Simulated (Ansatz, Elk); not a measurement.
# In2S (model structure): optical spectrum from first principles, part 2 of 2

Aim: the dielectric function of In2S (model structure), and the optical constants that follow from it. The cell was made here by substitution or stacking, whether or not such a phase is known. It was built so: All Tl replaced by In in the P-3m1 structure of Tl2S. The cell is first relaxed with Ansatz.

Elk 11.2.3 (patched build); DFT, PBE, all-electron APW+lo, Dirac cores, scalar-relativistic bands, independent-particle optical response without local fields.

So far: The structure; Relaxation.

## 3. Ground state

First the ground state: is it a metal or has it a gap?

This step: DFT, PBE, all-electron APW+lo, Dirac cores, scalar-relativistic bands, ground state (Elk 11.2.3 (patched build)).

Contents of elk.in:

```
tasks
  0
  120

xctype
  20

nempty
  10

lorbcnd
  .true.

rgkmax
  7.0

swidth
  0.0018375

maxscl
  100

epsengy
  1e-05

sppath
  './'

avec
  7.6959642375 0.0000000055 0.0000000000
  -3.8479821237 6.6649005336 0.0000000000
  0.0000000000 0.0000000000 10.6873825760

atoms
  2
  'In.in'
  2
  0.6666666667 0.3333333333 0.2918708287   0.000 0.000 0.000
  0.3333333333 0.6666666667 0.7081291713   0.000 0.000 0.000
  'S.in'
  1
  1.0000000000 0.0000000000 0.0000000000   0.000 0.000 0.000

ngridk
  6 6 4

vkloff
  0.0500 0.1500 0.2500
```

Run with:

```sh
OMP_NUM_THREADS=2 elk
```

Numbers of over 12 decimals in the logs are rounded to 6 here.

Output:

```text
┌─────────────────────────┐
│ Elk code version 11.2.3 │
└─────────────────────────┘

All units are atomic (Hartree, Bohr, etc.)

┌─────────────────────────────────────────────────┐
│ Ground-state run starting from atomic densities │
└─────────────────────────────────────────────────┘

Lattice vectors :
   7.695964238      0.5500000000E-08   0.000000000
  -3.847982124       6.664900534       0.000000000
   0.000000000       0.000000000       10.68738258

Reciprocal lattice vectors :
  0.8164260008      0.4713637721      -0.000000000
 -0.6737299352E-09  0.9427275430       0.000000000
   0.000000000      -0.000000000      0.5879068390

Unit cell volume      :    548.1861636
Brillouin zone volume :   0.4524926565

Muffin-tin inner radius fraction :   0.1000000000E-01

Nuclei treated as point charges

Species : 1 (In)
 parameters loaded from : In.in
 name : indium
 nuclear charge    :   -49.00000000
 electronic charge :    49.00000000
 atomic mass :    209300.4102
 muffin-tin radius :    2.600000000
 number of radial points in muffin-tin :   1193
 inner part over the whole radius :   0.9943151076E-02
 number on inner part of muffin-tin    :    850
 approximate nuclear radius :   0.8768807633E-04
 number of mesh points to nuclear radius :    427
 atomic positions (lattice), magnetic fields (Cartesian) :
  1 :  -0.33333333  0.33333333  0.29187083    0.00000000  0.00000000  0.00000000
  2 :   0.33333333 -0.33333333 -0.29187083    0.00000000  0.00000000  0.00000000

Species : 2 (S)
 parameters loaded from : S.in
 name : sulphur
 nuclear charge    :   -16.00000000
 electronic charge :    16.00000000
 atomic mass :    58450.91931
 muffin-tin radius :    2.200000000
 number of radial points in muffin-tin :    793
 inner part over the whole radius :   0.9890556315E-02
 number on inner part of muffin-tin    :    554
 approximate nuclear radius :   0.6195814986E-04
 number of mesh points to nuclear radius :    251
 atomic positions (lattice), magnetic fields (Cartesian) :
  1 :   0.00000000  0.00000000  0.00000000    0.00000000  0.00000000  0.00000000

Total number of atoms per unit cell :    3
Total muffin-tin volume :    191.8465914
 ratio of muffin-tin to unit cell volume :   0.3499661322

Spin treatment :
 spin-unpolarised

Number of Bravais lattice symmetries :   24
Number of crystal symmetries         :   12
Crystal has inversion symmetry
Real symmetric eigensolver will be used

k-point grid :      6     6     4
k-point offset :   0.5000000000E-01  0.1500000000      0.2500000000
k-point set is reduced with full crystal symmetry group
Total number of k-points :      144

Muffin-tin radius times maximum |G+k| :    7.000000000
 using average radius
Maximum |G+k| for APW functions       :    2.837837838
Maximum (1/2)|G+k|²                   :    4.026661797
Maximum |G| for potential and density :    12.00000000
Constant for pseudocharge density :    8
 order of it for each species :   15  15
 order of it for pair densities of each species (exact exchange by exxq0 0: 15) :   11   7
Radial integration step length :    1

G-vector grid sizes :     30    30    42
Number of G-vectors :    15995

Maximum angular momentum used for
 APW functions            :    8
 outer part of muffin-tin :    6
 inner part of muffin-tin :    2

Total nuclear charge    :   -114.0000000
Total core charge       :    70.00000000
Total valence charge    :    44.00000000
Total excess charge     :    0.000000000
Total electronic charge :    114.0000000

Effective Wigner radius, rₛ :    1.047075995

Number of empty states         :     30
Total number of valence states :     53
Total number of core states    :     70

Conduction state local-orbitals added automatically
Third-order local-orbitals added for an l without core states : F
Total number of local-orbitals :    186

Exchange-correlation functional :     20     0     0
 Perdew-Burke-Ernzerhof, Phys. Rev. Lett. 77, 3865 (1996)
 gradient requirement :    1
 generalised gradient approximation (GGA)

Smearing type :    3
 Fermi-Dirac
Smearing width :   0.1837500000E-02
Effective electronic temperature (K) :    580.2366081

Mixing type :    3
 Broyden mixing, J. Phys. A: Math. Gen. 17, L317 (1984)

Kohn-Sham potential initialised from atomic data

┌──────────────────────────────┐
│ Self-consistent loop started │
└──────────────────────────────┘

┌─────────────────┐
│ Loop number : 1 │
└─────────────────┘

Energies :
 Fermi                       :     0.81214197273686E-01
 sum of occupied eigenvalues :     -7321.5845666637
 electron kinetic            :      12762.017276660
 core electron kinetic       :      12329.253233774
 Coulomb                     :     -24582.667094384
 Coulomb potential           :     -19627.274804670
 nuclear-nuclear             :     -1200.1339228084
 electron-nuclear            :     -27161.152566221
 Hartree                     :      3778.6193946455
 Madelung                    :     -14769.029692049
 xc potential                :     -456.32703865383
 exchange                    :     -339.79417762638
 correlation                 :     -5.882646
 electron entropic           :    -0.18705975063964E-03
 total energy                :     -12166.326828789

Density of states at Fermi energy :    16.09504297
 (states/Hartree/unit cell)

Estimated indirect band gap :   0.2035930882E-02
 from k-point 129 to k-point 118
Estimated direct band gap   :   0.2202253139E-01
 at k-point 135

Charges :
 core                        :    70.00000000
 valence                     :    44.00000000
 interstitial                :    5.029358747
 muffin-tins (core leakage)
  species : 1 (In)
   atom 1                    :    47.12345565     (  0.1307554170E-03)
   atom 2                    :    47.12345565     (  0.1307554170E-03)
  species : 2 (S)
   atom 1                    :    14.72372995     (  0.6832365517E-04)
 total in muffin-tins        :    108.9706413
 total calculated charge     :    113.9991394
 total charge                :    114.0000000
 error                       :   0.8606181749E-03

┌─────────────────┐
│ Loop number : 2 │
└─────────────────┘

Energies :
 Fermi                       :     0.82016750064663E-01
 sum of occupied eigenvalues :     -7321.5300812220
 electron kinetic            :      12761.689591507
 core electron kinetic       :      12329.015281771
 Coulomb                     :     -24582.681752752
 Coulomb potential           :     -19627.217214711
 nuclear-nuclear             :     -1200.1339228084
 electron-nuclear            :     -27161.236403041
 Hartree                     :      3778.6885730971
 Madelung                    :     -14769.073145397
 xc potential                :     -456.00245801792
 exchange                    :     -339.79367698112
 correlation                 :     -5.882734
 electron entropic           :    -0.18550257370530E-03
 total energy                :     -12166.668757429

Density of states at Fermi energy :    15.94807944
 (states/Hartree/unit cell)

Estimated indirect band gap :   0.1996937772E-02
 from k-point 129 to k-point 118
Estimated direct band gap   :   0.2192529310E-01
 at k-point 135

Charges :
 core                        :    70.00000000
 valence                     :    44.00000000
 interstitial                :    5.032609243
 muffin-tins (core leakage)
  species : 1 (In)
   atom 1                    :    47.12566080     (  0.1306888133E-03)
   atom 2                    :    47.12566080     (  0.1306888133E-03)
  species : 2 (S)
   atom 1                    :    14.71606916     (  0.6838344651E-04)
 total in muffin-tins        :    108.9673908
 total calculated charge     :    113.9991408
 total charge                :    114.0000000
 error                       :   0.8591979377E-03

RMS change in Kohn-Sham potential (target) :   0.2949723404     (  0.1000000000E-05)
Absolute change in total energy (target)   :   0.3419286404     (  0.1000000000E-04)

[... 14 loops left out ...]

┌──────────────────┐
│ Loop number : 17 │
└──────────────────┘

Energies :
 Fermi                       :     0.175482
 sum of occupied eigenvalues :     -7312.5285186724
 electron kinetic            :      12762.560405729
 core electron kinetic       :      12328.552182502
 Coulomb                     :     -24582.634777019
 Coulomb potential           :     -19624.355374085
 nuclear-nuclear             :     -1200.1339228084
 electron-nuclear            :     -27163.832095709
 Hartree                     :      3781.3312414977
 Madelung                    :     -14770.457089977
 xc potential                :     -450.73355031648
 exchange                    :     -339.77807348397
 correlation                 :     -5.885194
 electron entropic           :    -0.22610837980505E-03
 total energy                :     -12165.737864681

Density of states at Fermi energy :    20.53140585
 (states/Hartree/unit cell)

Estimated indirect band gap :   0.5666408312E-03
 from k-point 38 to k-point 118
Estimated direct band gap   :   0.2014738037E-01
 at k-point 135

Charges :
 core                        :    70.00000000
 valence                     :    44.00000000
 interstitial                :    5.087454701
 muffin-tins (core leakage)
  species : 1 (In)
   atom 1                    :    47.23459114     (  0.1276291021E-03)
   atom 2                    :    47.23459114     (  0.1276291021E-03)
  species : 2 (S)
   atom 1                    :    14.44336302     (  0.6928657332E-04)
 total in muffin-tins        :    108.9125453
 total calculated charge     :    113.9992141
 total charge                :    114.0000000
 error                       :   0.7859134503E-03

RMS change in Kohn-Sham potential (target) :   0.4994395470E-08 (  0.1000000000E-05)
Absolute change in total energy (target)   :   0.2850112651E-05 (  0.1000000000E-04)

Convergence targets achieved

┌──────────────────┐
│ Loop number : 18 │
└──────────────────┘

Energies :
 Fermi                       :     0.175482
 sum of occupied eigenvalues :     -7312.5285187842
 electron kinetic            :      12762.560405569
 core electron kinetic       :      12328.552182357
 Coulomb                     :     -24582.634776933
 Coulomb potential           :     -19624.355374043
 nuclear-nuclear             :     -1200.1339228084
 electron-nuclear            :     -27163.832095574
 Hartree                     :      3781.3312414493
 Madelung                    :     -14770.457089911
 xc potential                :     -450.73355031017
 exchange                    :     -339.77807348286
 correlation                 :     -5.885194
 electron entropic           :    -0.22610837975247E-03
 total energy                :     -12165.737864753

Density of states at Fermi energy :    20.53140587
 (states/Hartree/unit cell)

Estimated indirect band gap :   0.5666408137E-03
 from k-point 38 to k-point 118
Estimated direct band gap   :   0.2014738016E-01
 at k-point 135

Charges :
 core                        :    70.00000000
 valence                     :    44.00000000
 interstitial                :    5.087454701
 muffin-tins (core leakage)
  species : 1 (In)
   atom 1                    :    47.23459114     (  0.1276291017E-03)
   atom 2                    :    47.23459114     (  0.1276291017E-03)
  species : 2 (S)
   atom 1                    :    14.44336302     (  0.6928657368E-04)
 total in muffin-tins        :    108.9125453
 total calculated charge     :    113.9992141
 total charge                :    114.0000000
 error                       :   0.7859134545E-03

┌──────────────────────────────┐
│ Self-consistent loop stopped │
└──────────────────────────────┘

Warning : core states of species 1 leak from the muffin-tin :   0.1276291017E-03

Wrote STATE.OUT
```

The job ended after 89 s (2 threads of Arm Neoverse V2, shared host; peak memory 0.15 GiB).

Numbers from this step:

| Property | Result |
| --- | --- |
| total energy | -12166 Ha |
| Fermi energy | 4.775 eV |
| DOS at the Fermi level | 0.7545 states/eV/cell |

There are states at the Fermi level within the smearing, so the occupations stay smeared and the carriers get a Drude term.

## 4. Independent particles

With the density converged, the vertical transitions are summed over the zone.

This step: DFT, PBE, all-electron APW+lo, Dirac cores, scalar-relativistic bands, independent-particle optical response without local fields (Elk 11.2.3 (patched build)).

Edit elk.in of step 3 so:

```diff
@@ -1,4 +1,10 @@
 tasks
-  0
-  120
+  121
+
+optcomp
+  1 1
+  3 3
+
+intraband
+  .true.
 
@@ -17,9 +23,7 @@
 swidth
-  0.0018375
+  0.0110248
 
-maxscl
-  100
-
-epsengy
-  1e-05
+wplot
+  400 100 0
+  0.0 0.55124
```

Run with:

```sh
OMP_NUM_THREADS=2 elk
```

Output:

```text
┌─────────────────────────────────┐
│ Elk code version 11.2.3 started │
└─────────────────────────────────┘

Info(readinput): the functional depends on the density's gradient
 muffin-tin radial points multiplied by    2.00000
 (not where nrmtscf is given)

┌────────────────────┐
│ Current task : 121 │
└────────────────────┘

Info(dielectric):
 dielectric tensor written to EPSILON_ij.OUT
 optical conductivity written to SIGMA_ij.OUT
 plasma frequency written to PLASMA_ij.OUT
 for components
  i = 1, j = 1
  i = 3, j = 3

┌──────────────────┐
│ Elk code stopped │
└──────────────────┘
```

The job ended after 1.6 s (2 threads; peak memory 0.04 GiB; 3.4 s of CPU time).

Numbers from this step:

| Quantity | Value |
| --- | --- |
| Drude plasma energy, first axis | 4.184 eV |

Sum at mesh points, not converged in k. Im ε against photon energy; read off at these points:

| photon energy (eV) | E ∥ x | E ∥ z |
| --- | --- | --- |
| 0.50 | 36.8 | 55.7 |
| 1.00 | 12.0 | 20.4 |
| 1.50 | 10.2 | 11.4 |
| 2.00 | 13.5 | 15.6 |
| 2.40 | 21.7 | 22.9 |
| 2.50 | 21.9 | 22.2 |
| 3.00 | 13.3 | 14.3 |
| 3.50 | 10.5 | 10.2 |
| 4.00 | 8.39 | 6.36 |
| 4.50 | 6.33 | 4.73 |
| 5.00 | 5.42 | 4.22 |
| 5.50 | 4.85 | 3.97 |
| 6.00 | 4.15 | 3.61 |
| 6.50 | 3.40 | 3.60 |
| 7.00 | 2.79 | 3.02 |
| 7.50 | 2.41 | 2.18 |
| 8.00 | 2.07 | 1.80 |
| 8.50 | 1.71 | 1.40 |
| 9.00 | 1.36 | 1.22 |
| 9.50 | 1.14 | 0.959 |
| 10.00 | 0.938 | 0.823 |
| 10.50 | 0.810 | 0.845 |
| 11.00 | 0.796 | 0.774 |
| 11.50 | 0.644 | 0.694 |
| 12.00 | 0.549 | 0.584 |
| 12.50 | 0.478 | 0.487 |
| 13.00 | 0.462 | 0.435 |
| 13.50 | 0.420 | 0.416 |
| 14.00 | 0.378 | 0.392 |
| 14.50 | 0.373 | 0.397 |

Values under 1 per cm are given as 1; sum at mesh points, not converged in k. The absorption coefficient by photon energy:

```
photon energy (eV)  E ∥ x (1/cm)  E ∥ z (1/cm)
             0.487         3.3e5         4.2e5
             1.012         2.5e5         4.1e5
             1.500         2.4e5         3.4e5
             1.988         3.6e5         4.3e5
             2.513         7.9e5         8.7e5
             3.000         8.7e5         9.6e5
             3.487         9.2e5         1.1e6
             4.013         1.0e6         1.0e6
             4.500         1.0e6         9.9e5
             4.987         1.0e6         9.5e5
             5.513         1.1e6         1.0e6
             6.000         1.1e6         1.0e6
             6.487         1.2e6         1.1e6
             7.013         1.2e6         1.2e6
             7.500         1.1e6         1.2e6
             7.987         1.2e6         1.2e6
             8.512         1.2e6         1.1e6
             9.000         1.1e6         1.1e6
             9.488         1.1e6         1.0e6
            10.012         1.0e6         9.2e5
            10.500         9.3e5         8.8e5
            10.988         9.2e5         8.8e5
            11.512         8.7e5         8.5e5
            12.000         7.7e5         7.8e5
            12.488         6.8e5         6.9e5
            13.012         6.1e5         5.7e5
            13.500         5.5e5         5.2e5
            13.988         4.7e5         4.6e5
            14.512         4.2e5         4.3e5
```

Sum at mesh points, not converged in k. Loss function −Im 1/ε at q → 0 against energy loss; read off at these points:

```csv
energy loss (eV),E ∥ x,E ∥ z
0.50,0.0150,0.00856
1.00,0.0832,0.0395
1.50,0.0620,0.0865
2.00,0.0453,0.0496
2.50,0.0447,0.0449
3.00,0.0717,0.0623
3.50,0.0894,0.0708
4.00,0.105,0.0963
4.50,0.133,0.136
5.00,0.155,0.183
5.50,0.174,0.198
6.00,0.186,0.227
6.50,0.212,0.229
7.00,0.244,0.215
7.50,0.283,0.252
8.00,0.306,0.294
8.50,0.344,0.362
9.00,0.405,0.432
9.50,0.501,0.545
10.00,0.617,0.777
10.50,0.852,0.944
11.00,0.953,1.04
11.50,1.15,1.21
12.00,1.60,1.52
12.50,2.04,1.99
12.90,2.15,2.27
13.00,2.15,2.26
13.50,2.22,2.12
14.00,1.97,1.76
14.50,1.47,1.35
```

Sum at mesh points, not converged in k. The reflectivity at normal incidence by photon energy; read off at these points:

```csv
photon energy (eV),E ∥ x (%),E ∥ z (%)
0.50,79.7,84.9
1.00,45.7,65.0
1.50,36.6,42.5
2.00,41.8,44.3
2.50,52.9,56.0
2.70,54.4,57.4
3.00,51.9,56.3
3.50,49.3,58.9
3.64,48.9,59.1
4.00,48.9,57.3
4.50,46.6,52.0
5.00,44.4,44.2
5.50,42.6,42.7
6.00,44.1,40.0
6.50,43.9,39.6
7.00,43.7,46.2
7.50,42.1,47.8
8.00,43.1,47.2
8.50,43.7,46.6
9.00,44.1,44.7
9.50,42.2,44.0
10.00,41.2,38.2
10.50,36.0,31.2
11.00,33.0,31.1
11.50,34.2,29.6
12.00,29.0,28.3
12.50,24.6,24.6
13.00,18.6,18.1
13.50,15.7,14.0
14.00,11.2,9.70
14.50,7.34,6.62
```

At chosen wavelengths:

```csv
wavelength (nm),n x,k x,R (%) x,1/α x,n z,k z,R (%) z,1/α z
1550,2.19,3.509,61.0,35 nm,2.58,5.024,72.9,25 nm
800,3.28,1.583,37.0,40 nm,2.63,2.143,40.8,30 nm
633,3.70,1.767,41.3,28 nm,3.56,2.092,43.4,24 nm
405,2.26,2.807,51.1,11 nm,2.21,3.147,56.3,10 nm
308,1.69,2.449,48.9,10 nm,1.23,2.545,57.1,9.6 nm
248,1.33,2.036,44.4,9.7 nm,1.12,1.882,44.2,10 nm
193,0.99,1.762,43.9,8.7 nm,1.07,1.665,39.2,9.2 nm
```

A polished face would reflect 48 % of daylight and look faintly blue (CIE x = 0.292, y = 0.316 under D65).

## 5. Outcome

- Drude plasma energy, first axis: 4.18 eV

In words: At this level (PBE, independent particles) In2S is a metal with a Drude plasma energy of 4.2 eV along x and 5.3 eV along z. The mesh is too coarse to trust the carriers' weight, the reflectivity or the colour to better than tens of per cent. The cell shrank by 1.7 % in volume. Along x the bare Drude plasma energy is 4.2 eV; Re ε first rises through zero at 1.01 eV, far lower, because interband transitions screen the carriers. Im ε is 12 there, so the loss peak at that energy is weak. A polished face would reflect 48 % of daylight and look faintly blue (CIE x = 0.292, y = 0.316 under D65). The carriers' damping of 0.3 eV is typed, not computed; at 0.8 eV the carriers give 58 % of Im ε along the first axis; the rest comes from the sum over bands, which at low energy also holds close bands and the noise of the mesh. Spin-orbit coupling is left out although heavy atoms are present. The sum runs over mesh points 0.30 Å⁻¹ apart with no interpolation, so peaks are partly noise of the mesh, and the Drude plasma energy, a sum over the Fermi surface, isn't converged. Besides steps told in other documents, this task had 2 runs with a known fault of program or setting; those not told in a step above aren't shown.

[Machine, clock and banner lines and Python warnings are left out of the logs.]

[Logs are printed without paths, hosts, clocks, repeated set-up lines and the standing remarks that a program may print on its own settings, such as how far it seeks lower states.]

[Hosts, paths, dates, database ids (printed as entryN), source tags and the programs' standing remarks are cut or masked in the printed files.]
